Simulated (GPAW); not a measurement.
## SbP (buckled honeycomb monolayer): G0W0 on several meshes in GPAW

How does the mesh move the gap of SbP (buckled honeycomb monolayer)?

Main program and level: GPAW 26.7.0; PBE and many-body steps on it, plane waves.

## Step 1: The structure

The cell holds 2 atoms: 1 P and 1 Sb. Cell: a = 3.727 Å, b = 3.727 Å, c = 12.300 Å, α = 90.0°, β = 90.0°, γ = 120.0°. Vacuum lies along c.

Structure file:

```xyz
2
Lattice="3.7275 0.0000 0.0000 -1.8637 3.2281 0.0000 0.0000 0.0000 12.3000" Properties=species:S:1:pos:R:3
P     0.0000    2.1521    5.4325
Sb    1.8637    1.0760    6.8675
```

The structure was relaxed with PBE. The runs that relaxed it are not among those shown. Spin-orbit coupling is left out unless a step names it.

## Step 2: Empty states on the mesh, 9×9×1 mesh, 250 bands

This step: GPAW 26.7.0; DFT, PBE, plane waves, PAW.

The sums over transitions need many empty states on a uniform mesh; this step solves for them.

run.py reads:

```python
import json
import numpy as np
from gpaw.mpi import world
from gpaw import GPAW

calc = GPAW('gs.gpw').fixed_density(kpts={'size': (9, 9, 1), 'gamma': True},
    parallel={'domain': 1, 'band': 1},
    txt='nscf.txt')
calc.diagonalize_full_hamiltonian(nbands=250)
calc.write('full.gpw', mode='all')
res = {}
kpts = calc.get_ibz_k_points()
res['kpts'] = kpts
res['eigenvalues'] = [calc.get_eigenvalues(kpt=k) for k in range(len(kpts))]
res['n_electrons'] = calc.get_number_of_electrons()

if world.rank == 0:
    with open('result.json', 'w') as f:
        json.dump(res, f, default=lambda x: x.tolist())
```

The run is started by

```
$ mpirun -n 4 gpaw python run.py
```

Numbers of over 12 decimals in the logs are rounded to 6 here.

The program printed:

```text
Diagonalizing LCAO Hamiltonian
Converting LCAO to pw mode
convergence criteria:
- Maximum integral of absolute [eigenst]ate change: 4e-08 eV^2 / valence electron
maximum number of iterations: 100

SCF iterations
|iter     |     time |      energy | eigst |  dens |
|iter:   1|  |             | +1.69 |       |
|iter:   2|  |             | +0.52 |       |
|iter:   3|  |             | -0.39 |       |
[...]
|iter:  13|  |             | -6.67 |       |
|iter:  14|  |             | -7.32 |       |
|iter:  15|  |             | -7.83c|       |
SCF steps: 15
  __  _  _
 | _ |_)|_||  |
 |__||  | ||/\| - 26.7.0

Input parameters:
  mode=PW(ecut=450.000000),
  convergence={'density': 1e-06, 'bands': -3},
  gpts=array([20, 20, 63]),
  kpts=MonkhorstPack(size=(9, 9, 1), gamma=True),
  maxiter=100,
  nbands=17,
  occupations=Occupations(name='fermi-dirac', width=0.001, fixmagmom=False),
  parallel={'domain': 1, 'band': 1},
  xc=XC(name='PBE')
Matrix size: 3229x3229
# Writing to full.gpw (mode='all')
  [... matrices ...]

timing:  # [seconds]
  Total: 88.433  # ━━━━━━━━━━━━━━━━━━━━━━━━━━━━━━━━━━━━━━━━━━━━━━━━━━━━━━━━━━
```

Wall time 94 s (4 MPI ranks of Arm Neoverse V1, shared host); peak memory 3.9 GiB.

Numbers from this step:

```
gap                                                           : 1.735 eV
k of the valence top                                          : 0, 0, 0
k of the conduction bottom                                    : 0.3333, 0, 0
least direct gap                                              : 2.179 eV
k points computed                                             : 12
lowest point of the top converged band, above the valence top : 78.3472 eV
```

On this mesh the gap is 1.735 eV.

## Step 3: 9×9×1

Now the one-shot GW correction: screening in the RPA, then the self-energy of the levels asked for.

This step: G0W0 on PBE, plane waves, PAW.

run.py reads:

```python
import json
import numpy as np
from gpaw.mpi import world
from gpaw.response.g0w0 import G0W0

gw = G0W0('full.gpw',
    filename='gw',
    kpts=[0, 5],
    bands=(8, 12),
    ecut=48,
    nbands=111,
    truncation='2D',
    integrate_gamma='sphere',
    q0_correction=True,
    frequencies={'type': 'nonlinear', 'domega0': 0.15, 'omega2': 15.0},
    eta=0.1,
    nblocksmax=True)
gw.calculate()
res = {mode: {k: v for k, v in r.items() if k != 'sigma_eskwn'}
       for mode, r in gw.all_results.items()}

if world.rank == 0:
    with open('result.json', 'w') as f:
        json.dump(res, f, default=lambda x: x.tolist())
```

The run is started by

```
$ mpirun -n 4 gpaw python run.py
```

The program printed:

```text
Using integrator: PointIntegrator
NonLinearFrequencyDescriptor(from 0.000 to 76.710 eV, 165 points)
Nonperiodic BCs:  [False False  True]
Using integrator: PointIntegrator
NonLinearFrequencyDescriptor(from 0.000 to 76.710 eV, 165 points)
Nonperiodic BCs:  [False False  True]
Applying analytical 2D correction to W:
    Evaluating Gamma point contribution to W on a 15x15x1 grid
  ___  _ _ _
 |   || | | |
 | | || | | |
 |__ ||_____|
 |___|

BZ k-points: Symmetries present (total): 6

  [... matrices ...]
81 k-points: 9 x 9 x 1 Monkhorst-Pack grid
12 k-points in the irreducible part of the Brillouin zone
       k-points in crystal coordinates                weights
   0:     0.00000000    0.00000000    0.00000000          1/81
   1:     0.11111111    0.00000000    0.00000000          6/81
   2:     0.22222222   -0.11111111    0.00000000          6/81
   3:     0.22222222    0.00000000    0.00000000          6/81
   4:     0.33333333   -0.11111111    0.00000000         12/81
   5:     0.33333333    0.00000000    0.00000000          6/81
   6:     0.33333333    0.33333333    0.00000000          2/81
   7:     0.44444444   -0.22222222    0.00000000          6/81
   8:     0.44444444   -0.11111111    0.00000000         12/81
   9:     0.44444444    0.00000000    0.00000000          6/81
          ...
  11:     0.44444444    0.44444444    0.00000000          6/81

Distributing spins, k-points and bands (1 x 2 x 4) over 1 process
Number of blocks: 4

Quasi particle states:
k-points (IBZ indices): [0, 5]
Band range: (8, 12)
  [... matrices ...]
Computational parameters:
Plane wave cut-off: 48 eV
Number of bands: 111
Coulomb cutoff: 2D
Broadening: 0.1 eV

fxc modes: GW
Kernel: RPA
Using full-frequency real axis integration
Summing all q:

Calculating screened Coulomb potential
2D Coulomb truncation
NonLinearFrequencyDescriptor(from 0.000 to 76.710 eV, 165 points)
Removing empty qpoint cache files...

Calculating chi0 body with:
    Ground state adapter containing:
    Number of spins: 1
    Number of kpoints: 81
    Number of irreducible kpoints: 12
    Number of completely occupied states: 10
    Number of partially occupied states: 10
    Occupied states memory: 3.84521484375 M / cpu

    Linear response parametrization:
    q_c: [0.0, 0.0, 0.0]
    Number of frequency points: 165
    Planewave cutoff: 48.0
    Number of bands: 111
    Number of planewaves: 109
    Broadening (eta): 0.1
    comm.size: 4
    kncomm.size: 1
    blockcomm.size: 4

    Memory estimate of potentially large arrays:
        chi0_wGG: 7.478199 M / cpu
Integrating chi0 body.

Symmetries of q_c:
    Direct symmetries (Uq -> q): 6
    Indirect symmetries (TUq -> q): 6
In total 12 allowed symmetries.

  [... matrices ...]
12 groups of equivalent kpoints. 85.185185% reduction.

Integral kind: spectral function
Integrating chi0 head and wings.

Symmetries of q_c:
    Direct symmetries (Uq -> q): 6
    Indirect symmetries (TUq -> q): 6
In total 12 allowed symmetries.

  [... matrices ...]
12 groups of equivalent kpoints. 85.185185% reduction.

Integral kind: spectral function wings

Calculating chi0 body with:
    Ground state adapter containing:
    Number of spins: 1
    Number of kpoints: 81
    Number of irreducible kpoints: 12
    Number of completely occupied states: 10
    Number of partially occupied states: 10
[... the further q-points ...]

Results:
f:      Occupation numbers
eps:     KS-eigenvalues [eV]
vxc:     KS vxc [eV]
exx:     Exact exchange [eV]
sigma:   Self-energies [eV]
dsigma:  Self-energy derivatives
Z:       Renormalization factors
qp:      QP-energies [eV]

k-point 0 (0): (0.000, 0.000, 0.000)                GW
band       f     eps     vxc     exx   sigma  dsigma       Z      qp
                                                                   GW
   8   1.000  -1.843 -14.369 -15.600   0.933  -0.353   0.739  -2.064
   9   1.000  -1.843 -14.369 -15.600   0.933  -0.353   0.739  -2.064
  10   0.000   0.496 -13.232  -9.198  -2.834  -0.323   0.756   1.403
  11   0.000   1.846 -13.437  -8.939  -3.187  -0.387   0.721   2.791

k-point 1 (5): (0.333, 0.000, 0.000)                GW
band       f     eps     vxc     exx   sigma  dsigma       Z      qp
                                                                   GW
   8   1.000  -3.209 -13.649 -15.557   1.435  -0.376   0.727  -3.553
   9   1.000  -2.287 -12.760 -14.599   1.221  -0.386   0.721  -2.733
  10   0.000  -0.108 -11.419  -7.964  -2.542  -0.329   0.752   0.578
  11   0.000   1.956 -10.875  -6.668  -3.254  -0.366   0.732   2.654
```

The job ended after 1.7 min (4 MPI ranks; peak memory 1.9 GiB; 6.7 min of CPU time).

This step gave:

* G0W0 gap on the points computed: 2.642 eV
* least direct G0W0 gap on the computed points: 3.311 eV
* Z at the valence top: 0.7390
* Z at the conduction bottom: 0.7524
* starting gap on the mesh: 1.735 eV
* k of the valence top: 0, 0, 0
* k of the conduction bottom: 0.3333, 0, 0

The gap on the mesh goes from 1.74 eV to 2.64 eV, a correction of +0.91 eV.

## Step 4: Empty states on the mesh, 6×6×1 mesh, 121 bands

This step: DFT, PBE, plane waves, PAW.

run.py reads:

```python
import json
import numpy as np
from gpaw.mpi import world
from gpaw import GPAW

calc = GPAW('gs.gpw').fixed_density(kpts={'size': (6, 6, 1), 'gamma': True},
    nbands=141,
    convergence={'bands': 121},
    txt='nscf.txt')
calc.write('full.gpw', mode='all')
res = {}
kpts = calc.get_ibz_k_points()
res['kpts'] = kpts
res['eigenvalues'] = [calc.get_eigenvalues(kpt=k) for k in range(len(kpts))]
res['n_electrons'] = calc.get_number_of_electrons()

if world.rank == 0:
    with open('result.json', 'w') as f:
        json.dump(res, f, default=lambda x: x.tolist())
```

The run is started by

```
$ mpirun -n 4 gpaw python run.py
```

The program printed:

```text
Diagonalizing LCAO Hamiltonian
Converting LCAO to pw mode
convergence criteria:
- Maximum integral of absolute [eigenst]ate change: 4e-08 eV^2 / valence electron
maximum number of iterations: 100

SCF iterations
|iter     |     time |      energy | eigst |  dens |
|iter:   1|  |             | +4.25 |       |
|iter:   2|  |             | +2.98 |       |
|iter:   3|  |             | +1.90 |       |
[...]
|iter:  13|  |             | -6.58 |       |
|iter:  14|  |             | -7.00 |       |
|iter:  15|  |             | -7.47c|       |
SCF steps: 15
  __  _  _
 | _ |_)|_||  |
 |__||  | ||/\| - 26.7.0

Input parameters:
  mode=PW(ecut=450.000000),
  convergence={'bands': 121},
  gpts=array([20, 20, 63]),
  kpts=MonkhorstPack(size=(6, 6, 1), gamma=True),
  maxiter=100,
  nbands=141,
  occupations=Occupations(name='fermi-dirac', width=0.001, fixmagmom=False),
  parallel={},
  xc=XC(name='PBE')
# Writing to full.gpw (mode='all')
  [... matrices ...]

timing:  # [seconds]
  Total: 0.040  # ━━━━━━━━━━━━━━━━━━━━━━━━━━━━━━━━━━━━━━━━━━━━━━━━━━━━━━━━━━━
```

Elapsed: 27 s, on 4 MPI ranks; peak memory 0.85 GiB; 1.8 min of CPU time.

This step gave:

```yaml
gap: 1.735 eV
k_of_the_valence_top: 0, 0, 0
k_of_the_conduction_bottom: 0.3333, 0, 0
least_direct_gap: 2.179 eV
k_points_computed: 7
lowest_point_of_the_top_converged_band_above_the_valence_top: 46.70 eV
```

On this mesh the gap is 1.735 eV.

## Step 5: 6×6×1

This step: G0W0 on PBE, plane waves, PAW.

run.py reads:

```python
import json
import numpy as np
from gpaw.mpi import world
from gpaw.response.g0w0 import G0W0

gw = G0W0('full.gpw',
    filename='gw',
    kpts=[0, 3],
    bands=(8, 12),
    ecut=48,
    nbands=111,
    truncation='2D',
    integrate_gamma='sphere',
    q0_correction=True,
    frequencies={'type': 'nonlinear', 'domega0': 0.15, 'omega2': 15.0},
    eta=0.1,
    nblocksmax=True)
gw.calculate()
res = {mode: {k: v for k, v in r.items() if k != 'sigma_eskwn'}
       for mode, r in gw.all_results.items()}

if world.rank == 0:
    with open('result.json', 'w') as f:
        json.dump(res, f, default=lambda x: x.tolist())
```

The run is started by

```
$ mpirun -n 4 gpaw python run.py
```

The program printed:

```text
Using integrator: PointIntegrator
NonLinearFrequencyDescriptor(from 0.000 to 76.710 eV, 165 points)
Nonperiodic BCs:  [False False  True]
Using integrator: PointIntegrator
NonLinearFrequencyDescriptor(from 0.000 to 76.710 eV, 165 points)
Nonperiodic BCs:  [False False  True]
Applying analytical 2D correction to W:
    Evaluating Gamma point contribution to W on a 21x21x1 grid
  ___  _ _ _
 |   || | | |
 | | || | | |
 |__ ||_____|
 |___|

BZ k-points: Symmetries present (total): 6

  [... matrices ...]
36 k-points: 6 x 6 x 1 Monkhorst-Pack grid + [1/12,1/12,0.000000]
7 k-points in the irreducible part of the Brillouin zone
       k-points in crystal coordinates                weights
   0:     0.00000000    0.00000000    0.00000000          1/36
   1:     0.16666667    0.00000000    0.00000000          6/36
   2:     0.33333333   -0.16666667    0.00000000          6/36
   3:     0.33333333    0.00000000    0.00000000          6/36
   4:     0.33333333    0.33333333    0.00000000          2/36
   5:     0.50000000    0.33333333    0.00000000         12/36
   6:     0.50000000    0.50000000    0.00000000          3/36

Distributing spins, k-points and bands (1 x 2 x 4) over 1 process
Number of blocks: 4

Quasi particle states:
k-points (IBZ indices): [0, 3]
Band range: (8, 12)
  [... matrices ...]
Computational parameters:
Plane wave cut-off: 48 eV
Number of bands: 111
Coulomb cutoff: 2D
Broadening: 0.1 eV

fxc modes: GW
Kernel: RPA
Using full-frequency real axis integration
Summing all q:

Calculating screened Coulomb potential
2D Coulomb truncation
NonLinearFrequencyDescriptor(from 0.000 to 76.710 eV, 165 points)
Removing empty qpoint cache files...

Calculating chi0 body with:
    Ground state adapter containing:
    Number of spins: 1
    Number of kpoints: 36
[...]
q_c: [1.3877787807814457e-17, 1.3877787807814457e-17, 0.0]
    Number of frequency points: 165
    Planewave cutoff: 48.0
    Number of bands: 111
    Number of planewaves: 109
    Broadening (eta): 0.1
    comm.size: 4
    kncomm.size: 1
    blockcomm.size: 4

    Memory estimate of potentially large arrays:
        chi0_wGG: 7.478199 M / cpu
Integrating chi0 body.

Symmetries of q_c:
    Direct symmetries (Uq -> q): 6
    Indirect symmetries (TUq -> q): 6
In total 12 allowed symmetries.

  [... matrices ...]
7 groups of equivalent kpoints. 80.555556% reduction.

Integral kind: spectral function
Integrating chi0 head and wings.

Symmetries of q_c:
    Direct symmetries (Uq -> q): 6
    Indirect symmetries (TUq -> q): 6
In total 12 allowed symmetries.

  [... matrices ...]
7 groups of equivalent kpoints. 80.555556% reduction.

Integral kind: spectral function wings

Calculating chi0 body with:
    Ground state adapter containing:
    Number of spins: 1
    Number of kpoints: 36
    Number of irreducible kpoints: 7
    Number of completely occupied states: 10
    Number of partially occupied states: 10
[... the further q-points ...]

Results:
f:      Occupation numbers
eps:     KS-eigenvalues [eV]
vxc:     KS vxc [eV]
exx:     Exact exchange [eV]
sigma:   Self-energies [eV]
dsigma:  Self-energy derivatives
Z:       Renormalization factors
qp:      QP-energies [eV]

k-point 0 (0): (0.000, 0.000, 0.000)                GW
band       f     eps     vxc     exx   sigma  dsigma       Z      qp
                                                                   GW
   8   1.000  -1.843 -14.369 -15.694   0.990  -0.350   0.741  -2.091
   9   1.000  -1.843 -14.369 -15.694   0.990  -0.350   0.741  -2.091
  10   0.000   0.496 -13.232  -9.093  -2.910  -0.328   0.753   1.422
[...]
k-point 1 (3): (0.333, 0.000, 0.000)                GW
band       f     eps     vxc     exx   sigma  dsigma       Z      qp
                                                                   GW
[...]
10   0.000  -0.108 -11.419  -7.924  -2.570  -0.343   0.744   0.580
  11   0.000   1.956 -10.875  -6.655  -3.251  -0.358   0.736   2.669
```

It took 33 s on 4 MPI ranks; peak memory 1.4 GiB.

Numbers from this step:

```
G0W0 gap on the points computed              : 2.671 eV
least direct G0W0 gap on the computed points : 3.328 eV
Z at the valence top                         : 0.7408
Z at the conduction bottom                   : 0.7445
starting gap on the mesh                     : 1.735 eV
k of the valence top                         : 0, 0, 0
k of the conduction bottom                   : 0.3333, 0, 0
```

Against G0W0 in GPAW (9×9×1 mesh, 111 bands, screening to 48 eV, full frequency, Hilbert transform), the gap moves by +0.030 eV.

## Step 6: Side by side

Times are wall times on 4 MPI ranks of Arm Neoverse V1, shared host, good to a factor of about two.

| run | mesh | bands | screening cutoff (eV) | DFT gap (eV) | gap on the mesh (eV) | direct (eV) | time |
| --- | --- | --- | --- | --- | --- | --- | --- |
| 9×9×1 | 9×9×1 | 111 | 48 | 1.735 | 2.642 | 3.311 | 1.7 min |
| 6×6×1 | 6×6×1 | 111 | 48 | 1.735 | 2.671 | 3.328 | 33 s |

## Step 7: Summary of results

| Property | Result |
| --- | --- |
| 9×9×1 | 2.642 eV |
| 6×6×1 | 2.671 eV |
| known limits | not at the basis limit; no spin-orbit coupling |

In words: 6×6×1: +0.030 eV against 9×9×1. Bands and cutoff are finite, so the gap is not at the basis limit. The miss can reach some tenths of an eV and take either sign; the mesh is an error of its own. These stock PAW sets were not made for GW. In the G0W0 runs levels were corrected at 2 k points alone, so a gap called «on the mesh» is the least over those, and an edge elsewhere would be missed. The many-body steps are scalar-relativistic: spin-orbit coupling is not in them.

[Paths, hosts, dates, memory and timing lines, banners, echoed tables and standing remarks are left out of the program output.]

[Logs are printed without paths, hosts, clocks, repeated set-up lines and the standing remarks that a program may print on its own settings, such as how far it seeks lower states.]

[Runs of the session that timed out or met a known fault of the program may be left out.]

[Hosts, paths, dates, database ids (printed as entryN), source tags and the programs' standing remarks are cut or masked in the printed files.]
